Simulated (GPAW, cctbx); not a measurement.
## By hand: from a DFT structure factor to an extinction distance in YTlAg2I6

YTlAg2I6, Fm-3m (no. 225), a = 12.5448 Å, b = 12.5448 Å, c = 12.5448 Å, α = 90.00°, β = 90.00°, γ = 90.00°.

```csv
atom,mult.,x,y,z
Tl1,4,1/2,0,0
I1,24,0,0,0.7611
Ag1,8,1/4,3/4,3/4
Y1,4,0,0,0
```

The cell comes from substitution in a known structure type and wasn't matched to any measured phase.

A DFT run (GPAW, PBE, 450 eV, 3×3×3 k-points, Fermi–Dirac width 0.05 eV) gives the static X-ray structure factor of 020 as 508.638 e for the conventional cell; superposed free atoms give 505.812 e. **Problem.** Find the Fourier component V of the crystal potential and the two-beam extinction distance at 300 kV in both cases.

## Step 1: Geometry

The cell volume is Ω = 1974.19 Å³ and d(020) = 6.2724 Å, so g = 1/d = 0.1594 Å⁻¹.

## Step 2: The nuclei

Electrons feel nuclei as well as electrons, so the nuclear charges are summed with the same phases.

Phase sums Σ exp(2πi h·x), turned so that the total is real and positive: Tl +4.000, I +8.078, Ag -8.000, Y +4.000. Then F_Z = 81 × (+4.000) + 53 × (+8.078) + 47 × (-8.000) + 39 × (+4.000) = 532.14 e. The electron term has the same sign for this reflection.

## Step 3: Mott–Bethe

Poisson's equation, term by term, gives V = (e/4πε₀)(F_Z − F)/(πΩg²), with e/4πε₀ = 14.3996 V Å.

The prefactor is 14.3996 × 6.2724²/(π × 1974.19) = 0.09134 V per electron. Free atoms: (532.14 − 505.812) × 0.09134 = 2.405 V. Crystal: (532.14 − 508.638) × 0.09134 = 2.147 V. F changes by +0.56 % and V by -10.7 %: the same 2.83 e is measured against F_Z − F = 26.3 e in place of F = 505.8 e.

## Step 4: Extinction distance

In the two-beam case ξ = 1/(λU) with U = 2γm₀eV/h², that is ξ = 150.41 V Å²/(γλV).

At 300 kV, λ = 0.01969 Å and γ = 1.5871. Free atoms: ξ = 2001 Å. Crystal: ξ = 2242 Å. The thickness fringes go as sin²(πt/ξ), so the two patterns slip by a quarter of a period when t|1/ξ₁ − 1/ξ₀| = 1/4, at t ≈ 466 nm. Thermal motion, absorption and many-beam coupling, left out here, change a real pattern.

## Step 5: Answer

V(020) is 2.15 V against 2.41 V, and ξ is 2242 against 2001 Å. Limits: static atoms, two beams.

[Outputs are excerpts: Python notices, other lines and further rows are left out; steps that failed or that the build refused (PBEsol, TPSS) are not shown.]

[Logs are printed without paths, hosts, clocks, repeated set-up lines and the standing remarks that a program may print on its own settings, such as how far it seeks lower states.]
